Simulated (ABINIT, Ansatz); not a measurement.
# A GW run on CsSnI3 (Pm-3m) in ABINIT, with inputs changed, part 2 of 2

What do changed inputs do to GW on CsSnI3 (Pm-3m)?

ABINIT 10.8.3; PBE and many-body steps on it, plane waves. Known limits of the many-body steps: not at the basis limit; screening runs away on this mesh; no spin-orbit coupling; coarse k mesh.

So far. Step 2 (Screening, 2×2×2 mesh, 179 bands, screening to 141.5 eV): Local fields lower ε∞ by 20 %. The value itself is an artefact of the mesh, where one narrow direct gap carries too much weight. Step 3 (Base): The gap on the mesh goes from 0.48 eV to 0.89 eV, a correction of +0.41 eV.

## 5. Screening cutoff above the file's

Level of this step: G0W0 on PBE, plane waves, norm-conserving pseudopotentials (ABINIT).

Input file run.abi:

```
acell 3*1.0 Angstrom
rprim 
  6.286228000000 0.000000000000 0.000000000000
  0.000000000000 6.286228000000 0.000000000000
  0.000000000000 0.000000000000 6.286228000000
ntypat 3
znucl 55 50 53
natom 5
typat 1 2 3 3 3
xred 
  0.500000000000 0.500000000000 0.500000000000
  0.000000000000 0.000000000000 0.000000000000
  0.500000000000 0.000000000000 0.000000000000
  0.000000000000 0.000000000000 0.500000000000
  0.000000000000 0.500000000000 0.000000000000
pp_dirpath "pseudos"
pseudos "Cs.upf, Sn.upf, I.upf"
ecut 38
ngkpt 2 2 2
nshiftk 1
shiftk 0 0 0
kptopt 1
chksymbreak 0
istwfk *1
occopt 1
irdwfk 1
optdriver 4
nband 179
gwcalctyp 0
ecutsigx 38
symsigma 1
nkptgw 2
kptgw 
  0.5000000000 0.5000000000 0.5000000000
  0.0000000000 0.0000000000 0.0000000000
bdgw 
  50 56
  51 56
ecuteps 20.8
irdscr 1
ppmodel 1
indata_prefix "in"
outdata_prefix "out"
tmpdata_prefix "tmp"
gwmem 10
```

Run with:

```console
$ OMP_NUM_THREADS=8 abinit run.abi > log
```

Output:

```text
.Version 10.8.3 of ABINIT. v10.8.2 released Aug 2026.

 Symmetries : space group Pm -3 m (#221); Bravais cP (primitive cubic)
[... echo of the input left out ...]
== DATASET  1 ==================================================================
-   mpi_nproc: 1, omp_nthreads: 8 (-1 if OMP is not activated)

--- !DatasetInfo
iteration_state: {dtset: 1, }
dimensions: {natom: 5, nkpt: 4, mband: 179, nsppol: 1, nspinor: 1, nspden: 1, mpw: 18805, }
cutoff_energies: {ecut:  38.0, pawecutdg:  -1.0, }
electrons: {nelect:   1.06000000E+02, charge:   0.00000000E+00, occopt:   1.00000000E+00, tsmear:   1.00000000E-02, }

 SIGMA: Calculation of the GW corrections

 Based on a program developped by R.W. Godby, V. Olevano, G. Onida, and L. Reining.
 Incorporated in ABINIT by V. Olevano, G.-M. Rignanese, and M. Torrent.
.Using double precision arithmetic ; gwpc =  8

[... cell and pseudopotentials left out ...]
--------------------------------------------------------------------------------

 ==== K-mesh for the wavefunctions ====
 Number of points in the irreducible wedge :     4
[... list of points left out ...]
 Together with 48 symmetry operations and time-reversal symmetry
 yields     8 points in the full Brillouin Zone.

 ==== Q-mesh for screening function ====
 Number of points in the irreducible wedge :     4
[... list of points left out ...]
 Together with 48 symmetry operations and time-reversal symmetry
 yields     8 points in the full Brillouin Zone.

 vcoul_init : cutoff-mode = AUXILIARY_FUNCTION
 q-points for optical limit:   1
     1)      0.000010    0.000020    0.000030
 setmesh: FFT mesh size selected  =    72x   72x   72
          total number of points  =       373248

 Number of electrons calculated from density =  106.0000; Expected =  106.0000
[...]
number of omega for Sigma on real axis              0
 max omega for Sigma on real axis  [eV]           0.00
 zcut for avoiding poles [eV]                     0.10

 EPSILON^-1 parameters (SCR file):
 dimension of the eps^-1 matrix on file            949
 dimension of the eps^-1 matrix used               949
 number of plane-waves for wavefunctions         18805
 number of bands                                   179
 number of q-points in IBZ                           4
 number of frequencies                               2
 number of real frequencies                          1
 number of imag frequencies                          1

 matrix elements of self-energy operator (all in [eV])

 Perturbative Calculation

--- !SelfEnergy_ee
iteration_state: {dtset: 1, }
kpoint     : [   0.500,    0.500,    0.500, ]
spin       : 1
KS_gap     :    0.481
QP_gap     :    0.890
Delta_QP_KS:    0.408
data: !SigmaeeData |
     Band     E0 <VxcDFT>   SigX SigC(E0)      Z dSigC/dE  Sig(E)    E-E0       E
       50   1.957 -13.386 -16.194   2.500   0.782  -0.280 -13.626  -0.241   1.716
       51   1.957 -13.386 -16.194   2.500   0.782  -0.280 -13.626  -0.241   1.716
       52   1.957 -13.386 -16.194   2.500   0.782  -0.280 -13.626  -0.241   1.716
[...]
--- !SelfEnergy_ee
iteration_state: {dtset: 1, }
kpoint     : [   0.000,    0.000,    0.000, ]
spin       : 1
KS_gap     :    4.316
QP_gap     :    4.735
Delta_QP_KS:    0.418
data: !SigmaeeData |
     Band     E0 <VxcDFT>   SigX SigC(E0)      Z dSigC/dE  Sig(E)    E-E0       E
[...]
55   6.866  -6.273  -2.799  -3.143   0.831  -0.204  -5.998   0.276   7.141
       56   6.866  -6.273  -2.799  -3.143   0.831  -0.204  -5.998   0.276   7.141

== END DATASET(S) ==============================================================
================================================================================

 -outvars: echo values of variables after computation  --------
           etotal      0.0000000000E+00
            nband         179
             nkpt           4
          spgroup         221
 [... the other variables as echoed above ...]

 Calculation completed.
```

Wall time 1.8 min (8 threads of Arm Neoverse V2, shared host); peak memory 0.77 GiB.

The run ended normally, though the input holds a fault or crude settings.

The fault put into this input: screening cutoff above the file's. It printed a gap of 0.89 eV, the value of the sound run: the program fell back on what its files hold, so an unchanged gap shows no convergence.

## 6. The runs together

Times are wall times on 8 MPI ranks of Arm Neoverse V2, shared host, good to a factor of about two. A run's time includes the screening step that it read.

| run | mesh | bands | screening cutoff (eV) | DFT gap (eV) | gap on the mesh (eV) | direct (eV) | ε∞ used | time |
| --- | --- | --- | --- | --- | --- | --- | --- | --- |
| base | 2×2×2 | 179 | 141.5 | 0.481 | 0.890 | 0.890 | 106.82 | 3.4 min |
| smaller part of the screening matrix | 2×2×2 | 179 | 35.4 | 0.481 | 0.739 | 0.739 | 106.82 | 2.7 min |

## 7. Results

* base: 0.890 eV
* smaller part of the screening matrix: 0.739 eV
* known limits: not at the basis limit; screening runs away on this mesh; no spin-orbit coupling; coarse k mesh

What this shows: Smaller part of the screening matrix: −0.151 eV against base (keys changed: ecuteps). Bands and cutoff are finite, so the gap is not at the basis limit. The miss can reach some tenths of an eV and take either sign; the mesh is an error of its own. In the first G0W0 run levels were corrected at 2 k points alone, so a gap called «on the mesh» is the least over those, and an edge elsewhere would be missed. The 2×2×2 mesh is coarse for this cell, which bears on the long-range parts of exchange and screening. This is the ideal cubic cell; many perovskites, halides above all, are cubic only on average, and local tilts or off-centring can widen the gap. For the PBE start: On this mesh the RPA ε∞ passes 90, more than nearly any semiconductor shows; a coarse mesh does this where one point with a narrow direct gap carries much weight. The screening is then too strong, and the G0W0 gap should not be taken as the material's. The many-body steps are scalar-relativistic: spin-orbit coupling is not in them.

[Paths, hosts, dates, memory and timing lines, banners, echoed tables and standing remarks are left out of the program output.]

[Logs are printed without paths, hosts, clocks, repeated set-up lines and the standing remarks that a program may print on its own settings, such as how far it seeks lower states.]

[Runs of the session that timed out or met a known fault of the program may be left out.]

[No measured gap is set beside runs whose start may be inverted or whose files or cutoffs have a known fault.]

[Hosts, paths, dates, database ids (printed as entryN), source tags and the programs' standing remarks are cut or masked in the printed files.]

[G0W0 gaps are taken among the corrected bands and points alone; a level outside them can change the order at an edge.]

[Where Ansatz stands beside ABINIT at settings called matched, ABINIT's density can come from a denser mesh and the files from another edition; pairs whose starting gaps differed by over 0.03 eV were left out, so agreement reads better than it is.]
